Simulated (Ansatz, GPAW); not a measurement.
# Work function of a 9-layer slab of Pt(100) at several levels, part 2 of 3

Aim: the work function of both faces of a 9-layer slab of Pt(100), and its spread over functionals and bases.

GPAW 26.7.0 and Ansatz 0.2.0; Ansatz plane waves; slab in vacuum with a dipole correction, relaxation (the session's first sound run).

So far, upper work function (eV): step 2 (relaxation) 5.69.

**3. The slab's potential**

With the geometry fixed, the planar mean of the potential gives the vacuum level on each side.

This step: GPAW, PAW setups; slab in vacuum (GPAW 26.7.0).

run.py reads:

```python
import json
import numpy as np
from ase import Atoms
from gpaw import GPAW, PW

slab = Atoms(
    ['Pt', 'Pt', 'Pt', 'Pt', 'Pt', 'Pt', 'Pt', 'Pt', 'Pt'],
    positions=[
        [0.00000, 0.00000, 7.00000],
        [1.38593, 1.38593, 8.96000],
        [0.00000, 0.00000, 10.92000],
        [1.38593, 1.38593, 12.88000],
        [-0.00000, 0.00000, 14.90815],
        [1.38593, 1.38593, 16.93270],
        [-0.00000, 0.00000, 18.95353],
        [1.38593, 1.38593, 20.96565],
        [-0.00000, 0.00000, 22.93055]],
    cell=[[2.77186, 0.0, 0.0], [0.0, 2.77186, 0.0], [0.0, 0.0, 29.68]],
    pbc=[True, True, False])

slab.calc = GPAW(mode=PW(400), xc='PBE', kpts={'size': (11, 11, 1), 'gamma': True},
                 occupations={'name': 'fermi-dirac', 'width': 0.1}, nbands='160%',
                 convergence={'density': 1e-05}, maxiter=200,
                 poissonsolver={'dipolelayer': 'xy'},
                 symmetry={'tolerance': 1e-3}, txt='slab.txt')
result = {}
energy = slab.get_potential_energy()
fermi = slab.calc.get_fermi_level()
v = slab.calc.get_electrostatic_potential().mean((0, 1)) - fermi
n = slab.calc.get_pseudo_density().mean((0, 1))
L = slab.cell[2, 2]
z = np.arange(len(v)) * L / len(v)
low, high = slab.positions[:, 2].min(), slab.positions[:, 2].max()
below, above = np.interp([low - 4.8, high + 4.8], z, v)
slopes = [np.interp(x, z, np.gradient(v, z)) for x in (low - 4.8, high + 4.8)]
eps = np.array([[slab.calc.get_eigenvalues(k, s) for k in range(len(slab.calc.get_ibz_k_points()))]
                for s in range(slab.calc.get_number_of_spins())]) - fermi
top, bottom = eps[eps < 0].max(), eps[eps > 0].min()
dipole = slab.get_dipole_moment()[2]
print(f'energy {energy:.4f} eV, Fermi level {fermi:.4f} eV, dipole {dipole:.5f} e A')
print(f'potential 4.8 A off the faces, from the Fermi level: lower {below:.4f} eV, upper {above:.4f} eV')
print(f'slope of the potential there: lower {slopes[0]:.5f}, upper {slopes[1]:.5f} eV/A')
print(f'nearest levels on the mesh: {top:.4f} and {bottom:.4f} eV')
print('magnetic moment', round(slab.get_magnetic_moment(), 3))
result.update(energy=energy, fermi=fermi, dipole=dipole, below=below, above=above, slopes=slopes, edges=[top, bottom],
              z=z.tolist(), v=v.tolist(), n=n.tolist(), positions=slab.positions.tolist(),
              forces=slab.get_forces(apply_constraint=False).tolist(), moments=slab.get_magnetic_moments().tolist())
json.dump(result, open('result.json', 'w'))
```

Launch:

```
OMP_NUM_THREADS=1 OPENBLAS_NUM_THREADS=1 python run.py
```

The log of the run:

```text
energy -55.8516 eV, Fermi level 4.8737 eV, dipole -0.00036 e A
potential 4.8 A off the faces, from the Fermi level: lower 5.6476 eV, upper 5.6563 eV
slope of the potential there: lower -0.00033, upper 0.00034 eV/A
nearest levels on the mesh: -0.0007 and 0.0062 eV
magnetic moment 0.0
```

The job ended after 21 min (1 thread of Arm Neoverse V1, shared host; peak memory 0.38 GiB).

Numbers from this step:

- dipole along the normal: -3.63e-4 e·Å
- levels nearest the Fermi level on the mesh: -7.43e-4, 0.006186 eV from the Fermi level
- upper work function: 5.656 eV
- lower work function: 5.648 eV

The electrostatic potential energy of an electron (without an applied field's), less the Fermi level, planar mean oscillates, so the rows of the table below give means over windows of 2.01 Å about each position, cut where the curve ends. Its maxima inside the range that stand out by 2 % of the span (Å: eV): 8.0: -2.54, 10.0: -2.89, 11.9: -2.87, 13.9: -1.98, 15.9: -2.00, 17.9: -2.08, 19.9: -2.22, 21.9: -2.45. Its minima: 7.0: -22.5, 9.0: -22.8, 10.9: -23.0, 12.9: -22.7, 14.9: -22.7, 17.0: -22.8, 19.0: -22.9, 21.0: -22.9, 22.9: -22.4.

Electrostatic potential energy of an electron (without an applied field's), less the Fermi level, planar mean against z; means over each step:

z (Å), electrostatic potential energy of an electron (without an applied field's), less the Fermi level, planar mean (eV) and a bar from the least value:
```
     1.00        5.6 ##############################
     3.01        5.6 ##############################
     5.02        4.9 #############################
     7.03      -10.9 ##
     9.04      -11.9 
    11.05      -12.0 
    13.06      -11.7 
    15.07      -11.6 #
    17.08      -11.6 #
    19.09      -11.7 #
    21.10      -11.7 
    23.11      -10.4 ###
    25.12        5.2 #############################
    27.13        5.7 ##############################
    29.14        5.7 ##############################
```

The pseudo valence density, planar mean oscillates, so the rows of the table below give means over windows of 1.91 Å about each position, cut where the curve ends. Its maxima inside the range that stand out by 2 % of the span (Å: e/Å³): 7.0: 2.10, 8.9: 2.08, 11.0: 2.01, 12.9: 2.08, 14.8: 2.06, 17.0: 2.10, 18.9: 2.04, 21.0: 2.11, 22.9: 2.08. Its minima: 8.1: 0.432, 10.0: 0.427, 11.9: 0.427, 14.0: 0.399, 15.9: 0.389, 18.0: 0.398, 19.9: 0.398, 21.8: 0.437.

The pseudo valence density, planar mean by z; means over each step:

```tsv
z (Å)	pseudo valence density, planar mean (e/Å³)
2.86	7.4e-5
4.77	0.0160
6.68	0.987
8.59	1.07
10.50	1.07
12.41	1.07
14.32	1.03
16.23	1.01
18.14	0.991
20.05	0.987
21.96	1.03
23.87	0.556
25.78	0.00269
27.69	1.4e-5
```

Force by atom:

```tsv
atom	x (eV/Å)	y (eV/Å)	z (eV/Å)	size
Pt1	0.000	0.000	-0.087	0.087
Pt2	0.000	0.000	-0.295	0.295
Pt3	0.000	0.000	-0.051	0.051
Pt4	0.000	0.000	0.437	0.437
Pt5	0.000	0.000	0.004	0.004
Pt6	0.000	0.000	0.000	0.000
Pt7	0.000	0.000	-0.002	0.002
Pt8	0.000	0.000	-0.026	0.026
Pt9	0.000	0.000	0.018	0.018
```

The potential is flat to 3.4e-4 eV/Å where it is read, so the vacuum is wide enough. The geometry is the other program's minimum; here the largest force on a free atom is 0.026 eV/Å.

**4. Self-consistent run: xc = "RPBE"**

The same geometry under RPBE, to see how far the functional moves the levels against the vacuum.

Edit run.py of step 3 so:

```diff
@@ -20,3 +20,3 @@
 
-slab.calc = GPAW(mode=PW(400), xc='PBE', kpts={'size': (11, 11, 1), 'gamma': True},
+slab.calc = GPAW(mode=PW(400), xc='RPBE', kpts={'size': (11, 11, 1), 'gamma': True},
                  occupations={'name': 'fermi-dirac', 'width': 0.1}, nbands='160%',
```

The log of the run:

```text
energy -50.1658 eV, Fermi level 4.9849 eV, dipole -0.00036 e A
potential 4.8 A off the faces, from the Fermi level: lower 5.4815 eV, upper 5.4903 eV
slope of the potential there: lower -0.00041, upper 0.00032 eV/A
nearest levels on the mesh: -0.0041 and 0.0004 eV
magnetic moment 0.0
```

Elapsed: 29 min, on 1 thread; peak memory 0.38 GiB.

This step gave:

| Quantity | Value |
| --- | --- |
| dipole along the normal | -3.61e-4 e·Å |
| levels nearest the Fermi level on the mesh | -0.004083, 3.88e-4 eV from the Fermi level |
| upper work function | 5.490 eV |
| lower work function | 5.482 eV |

The electrostatic potential energy of an electron (without an applied field's), less the Fermi level, planar mean oscillates, so the rows of the table below give means over windows of 2.01 Å about each position, cut where the curve ends. Its maxima inside the range that stand out by 2 % of the span (Å: eV): 8.0: -2.64, 10.0: -2.98, 11.9: -2.97, 13.9: -2.07, 15.9: -2.09, 17.9: -2.18, 19.9: -2.31, 21.9: -2.55. Its minima: 7.0: -22.5, 9.0: -22.8, 10.9: -23.1, 12.9: -22.8, 14.9: -22.8, 17.0: -22.9, 19.0: -22.9, 21.0: -22.9, 22.9: -22.5.

Table of electrostatic potential energy of an electron (without an applied field's), less the Fermi level, planar mean by z; means over each step:

z (Å), electrostatic potential energy of an electron (without an applied field's), less the Fermi level, planar mean (eV) and a bar from the least value:
```
     1.00        5.5 ##############################
     3.01        5.5 ##############################
     5.02        4.7 #############################
     7.03      -11.0 ##
     9.04      -12.0 
    11.05      -12.0 
    13.06      -11.8 
    15.07      -11.6 #
    17.08      -11.7 #
    19.09      -11.7 #
    21.10      -11.8 
    23.11      -10.4 ###
    25.12        5.1 #############################
    27.13        5.5 ##############################
    29.14        5.5 ##############################
```

The pseudo valence density, planar mean oscillates, so the rows of the table below give means over windows of 1.91 Å about each position, cut where the curve ends. Its maxima inside the range that stand out by 2 % of the span (Å: e/Å³): 7.0: 2.10, 8.9: 2.09, 11.0: 2.01, 12.9: 2.09, 14.8: 2.07, 17.0: 2.10, 18.9: 2.04, 21.0: 2.11, 22.9: 2.09. Its minima: 8.1: 0.431, 10.0: 0.426, 11.9: 0.426, 14.0: 0.398, 15.9: 0.388, 18.0: 0.397, 19.9: 0.397, 21.8: 0.436.

Pseudo valence density, planar mean against z; means over each step:

z (Å), pseudo valence density, planar mean (e/Å³) and a bar:
```
     2.86       0.00 
     4.77       0.02 
     6.68       0.99 ############################
     8.59       1.07 ##############################
    10.50       1.07 ##############################
    12.41       1.07 ##############################
    14.32       1.03 #############################
    16.23       1.01 ############################
    18.14       0.99 ############################
    20.05       0.99 ############################
    21.96       1.03 #############################
    23.87       0.56 ################
    25.78       0.00 
    27.69       0.00
```

Force by atom:

```tsv
atom	x (eV/Å)	y (eV/Å)	z (eV/Å)	size
Pt1	0.000	0.000	-0.326	0.326
Pt2	0.000	0.000	-0.285	0.285
Pt3	0.000	0.000	-0.049	0.049
Pt4	0.000	0.000	0.452	0.452
Pt5	0.000	0.000	0.003	0.003
Pt6	0.000	0.000	0.000	0.000
Pt7	0.000	0.000	-0.005	0.005
Pt8	0.000	0.000	-0.045	0.045
Pt9	0.000	0.000	0.257	0.257
```

The upper face's work function is 5.490 eV, against 5.656 eV in the first plane-wave PBE run at this geometry.

**5. Self-consistent run: xc = "vdW-DF2"**

The same geometry under vdW-DF2, to see how far the functional moves the levels against the vacuum (the van der Waals functionals take revPBE setups).

Edit run.py of step 4 so:

```diff
@@ -20,3 +20,3 @@
 
-slab.calc = GPAW(mode=PW(400), xc='RPBE', kpts={'size': (11, 11, 1), 'gamma': True},
+slab.calc = GPAW(mode=PW(400), xc='vdW-DF2', kpts={'size': (11, 11, 1), 'gamma': True},
                  occupations={'name': 'fermi-dirac', 'width': 0.1}, nbands='160%',
```

The log of the run:

```text
energy -1474.4858 eV, Fermi level 4.9357 eV, dipole -0.00040 e A
potential 4.8 A off the faces, from the Fermi level: lower 5.9274 eV, upper 5.9371 eV
slope of the potential there: lower -0.00064, upper 0.00051 eV/A
nearest levels on the mesh: -0.0022 and 0.0049 eV
magnetic moment 0.0
```

It took 42 min on 1 thread; peak memory 0.51 GiB.

Numbers from this step:

```yaml
dipole_along_the_normal: -4.04e-4 e·Å
levels_nearest_the_fermi_level_on_the_mesh: -0.002185, 0.004929 eV from the Fermi level
upper_work_function: 5.937 eV
lower_work_function: 5.927 eV
```

The electrostatic potential energy of an electron (without an applied field's), less the Fermi level, planar mean oscillates, so the rows of the table below give means over windows of 2.01 Å about each position, cut where the curve ends. Its maxima inside the range that stand out by 2 % of the span (Å: eV): 8.0: -2.94, 10.0: -3.26, 11.9: -3.25, 13.9: -2.36, 15.9: -2.38, 17.9: -2.46, 19.9: -2.59, 21.9: -2.84. Its minima: 7.0: -22.6, 9.0: -23.0, 10.9: -23.2, 12.9: -22.9, 14.9: -22.9, 17.0: -23.0, 19.0: -23.0, 21.0: -23.0, 22.9: -22.6.

Electrostatic potential energy of an electron (without an applied field's), less the Fermi level, planar mean against z; means over each step:

z (Å), electrostatic potential energy of an electron (without an applied field's), less the Fermi level, planar mean (eV) and a bar from the least value:
```
     1.00        5.9 ##############################
     3.01        5.9 ##############################
     5.02        5.0 #############################
     7.03      -11.2 ##
     9.04      -12.2 
    11.05      -12.2 
    13.06      -12.0 
    15.07      -11.8 #
    17.08      -11.9 #
    19.09      -11.9 #
    21.10      -12.0 
    23.11      -10.5 ###
    25.12        5.4 #############################
    27.13        5.9 ##############################
    29.14        5.9 ##############################
```

The upper face's work function is 5.937 eV, against 5.656 eV in the first plane-wave PBE run at this geometry.

**6. OptPBE vdW: xc = "optPBE-vdW"**

The same geometry under optPBE-vdW, to see how far the functional moves the levels against the vacuum (the van der Waals functionals take revPBE setups).

Edit run.py of step 5 so:

```diff
@@ -20,3 +20,3 @@
 
-slab.calc = GPAW(mode=PW(400), xc='vdW-DF2', kpts={'size': (11, 11, 1), 'gamma': True},
+slab.calc = GPAW(mode=PW(400), xc='optPBE-vdW', kpts={'size': (11, 11, 1), 'gamma': True},
                  occupations={'name': 'fermi-dirac', 'width': 0.1}, nbands='160%',
```

The log of the run:

```text
energy -202.4099 eV, Fermi level 4.7958 eV, dipole -0.00038 e A
potential 4.8 A off the faces, from the Fermi level: lower 5.7954 eV, upper 5.8045 eV
slope of the potential there: lower -0.00049, upper 0.00047 eV/A
nearest levels on the mesh: -0.0086 and 0.0013 eV
magnetic moment 0.0
```

Run time: 20 min. Hardware: 1 thread; peak memory 0.51 GiB.

Numbers from this step:

```
dipole along the normal                    : -3.81e-4 e·Å
levels nearest the Fermi level on the mesh : -0.008611, 0.001289 eV from the Fermi level
upper work function                        : 5.805 eV
lower work function                        : 5.795 eV
```

The electrostatic potential energy of an electron (without an applied field's), less the Fermi level, planar mean oscillates, so the rows of the table below give means over windows of 2.01 Å about each position, cut where the curve ends. Its maxima inside the range that stand out by 2 % of the span (Å: eV): 8.0: -2.59, 10.0: -2.92, 11.9: -2.91, 13.9: -2.02, 15.9: -2.04, 17.9: -2.12, 19.9: -2.25, 21.9: -2.50. Its minima: 7.0: -22.3, 9.0: -22.7, 10.9: -22.9, 12.9: -22.6, 14.9: -22.6, 17.0: -22.7, 19.0: -22.7, 21.0: -22.7, 22.9: -22.3.

Electrostatic potential energy of an electron (without an applied field's), less the Fermi level, planar mean against z; means over each step:

z (Å), electrostatic potential energy of an electron (without an applied field's), less the Fermi level, planar mean (eV) and a bar from the least value:
```
     1.00        5.8 ##############################
     3.01        5.8 ##############################
     5.02        5.0 #############################
     7.03      -10.9 ##
     9.04      -11.8 
    11.05      -11.9 
    13.06      -11.6 
    15.07      -11.5 #
    17.08      -11.5 #
    19.09      -11.6 #
    21.10      -11.7 
    23.11      -10.3 ###
    25.12        5.3 #############################
    27.13        5.8 ##############################
    29.14        5.8 ##############################
```

The upper face's work function is 5.805 eV, against 5.656 eV in the first plane-wave PBE run at this geometry.

**7. Self-consistent run: xc = "LDA"**

The same geometry under LDA, to see how far the functional moves the levels against the vacuum.

Edit run.py of step 6 so:

```diff
@@ -20,3 +20,3 @@
 
-slab.calc = GPAW(mode=PW(400), xc='optPBE-vdW', kpts={'size': (11, 11, 1), 'gamma': True},
+slab.calc = GPAW(mode=PW(400), xc='LDA', kpts={'size': (11, 11, 1), 'gamma': True},
                  occupations={'name': 'fermi-dirac', 'width': 0.1}, nbands='160%',
```

The log of the run:

```text
energy -68.2091 eV, Fermi level 4.5118 eV, dipole -0.00031 e A
potential 4.8 A off the faces, from the Fermi level: lower 6.0340 eV, upper 6.0419 eV
slope of the potential there: lower -0.00062, upper 0.00012 eV/A
nearest levels on the mesh: -0.0013 and 0.0064 eV
magnetic moment 0.0
```

It took 20 min on 1 thread; peak memory 0.38 GiB.

Numbers from this step:

| Quantity | Value |
| --- | --- |
| dipole along the normal | -3.09e-4 e·Å |
| levels nearest the Fermi level on the mesh | -0.001261, 0.006430 eV from the Fermi level |
| upper work function | 6.042 eV |
| lower work function | 6.034 eV |

The upper face's work function is 6.042 eV, against 5.656 eV in the first plane-wave PBE run at this geometry.

**8. Self-consistent run: xc = "revPBE"**

The same geometry under revPBE, to see how far the functional moves the levels against the vacuum.

Edit run.py of step 7 so:

```diff
@@ -20,3 +20,3 @@
 
-slab.calc = GPAW(mode=PW(400), xc='LDA', kpts={'size': (11, 11, 1), 'gamma': True},
+slab.calc = GPAW(mode=PW(400), xc='revPBE', kpts={'size': (11, 11, 1), 'gamma': True},
                  occupations={'name': 'fermi-dirac', 'width': 0.1}, nbands='160%',
```

The log of the run:

```text
energy -51.2407 eV, Fermi level 4.9625 eV, dipole -0.00034 e A
potential 4.8 A off the faces, from the Fermi level: lower 5.5023 eV, upper 5.5108 eV
slope of the potential there: lower -0.00040, upper 0.00028 eV/A
nearest levels on the mesh: -0.0038 and 0.0000 eV
magnetic moment 0.0
```

Run time: 33 min. Hardware: 1 thread; peak memory 0.38 GiB.

This step gave:

```yaml
dipole_along_the_normal: -3.45e-4 e·Å
levels_nearest_the_fermi_level_on_the_mesh: -0.003809, 4.87e-5 eV from the Fermi level
upper_work_function: 5.511 eV
lower_work_function: 5.502 eV
```

The electrostatic potential energy of an electron (without an applied field's), less the Fermi level, planar mean oscillates, so the rows of the table below give means over windows of 2.01 Å about each position, cut where the curve ends. Its maxima inside the range that stand out by 2 % of the span (Å: eV): 8.0: -2.61, 10.0: -2.96, 11.9: -2.94, 13.9: -2.04, 15.9: -2.07, 17.9: -2.15, 19.9: -2.28, 21.9: -2.52. Its minima: 7.0: -22.5, 9.0: -22.8, 10.9: -23.1, 12.9: -22.8, 14.9: -22.8, 17.0: -22.8, 19.0: -22.9, 21.0: -22.9, 22.9: -22.4.

Electrostatic potential energy of an electron (without an applied field's), less the Fermi level, planar mean against z; means over each step:

```tsv
z (Å)	electrostatic potential energy of an electron (without an applied field's), less the Fermi level, planar mean (eV)
1.00	5.50
3.01	5.50
5.02	4.73
7.03	-11.0
9.04	-11.9
11.05	-12.0
13.06	-11.7
15.07	-11.6
17.08	-11.6
19.09	-11.7
21.10	-11.8
23.11	-10.4
25.12	5.10
27.13	5.51
29.14	5.51
```

The upper face's work function is 5.511 eV, against 5.656 eV in the first plane-wave PBE run at this geometry.

**9. The ladder**

Times are for 1 thread of Arm Neoverse V1, shared host. Results by setting:

```tsv
no.	run	upper work function (eV)	lower work function (eV)	time	memory (GiB)
1	pw	5.656	5.648	21 min	0.38
2	RPBE	5.490	5.482	29 min	0.38
3	vdW DF2	5.937	5.927	42 min	0.51
4	optPBE vdW	5.805	5.795	20 min	0.51
5	LDA	6.042	6.034	20 min	0.38
6	revPBE	5.511	5.502	33 min	0.38
```

**10. Real-space grid**

A real-space grid is a second complete basis, so it checks the plane-wave result.

Edit run.py of step 8 so:

```diff
@@ -3,3 +3,3 @@
 from ase import Atoms
-from gpaw import GPAW, PW
+from gpaw import GPAW
 
@@ -20,3 +20,3 @@
 
-slab.calc = GPAW(mode=PW(400), xc='revPBE', kpts={'size': (11, 11, 1), 'gamma': True},
+slab.calc = GPAW(mode='fd', h=0.18, xc='PBE', kpts={'size': (11, 11, 1), 'gamma': True},
                  occupations={'name': 'fermi-dirac', 'width': 0.1}, nbands='160%',
```

The log of the run:

```text

```

Wall time 1.8 h (1 thread); peak memory 2.4 GiB.

The run was cut off at its time limit.

(Part 2 of 3 ends here.)

[Logs are printed without paths, hosts, clocks, repeated set-up lines and the standing remarks that a program may print on its own settings, such as how far it seeks lower states.]

[Hosts, paths, dates, database ids (printed as entryN), source tags and the programs' standing remarks are cut or masked in the printed files.]
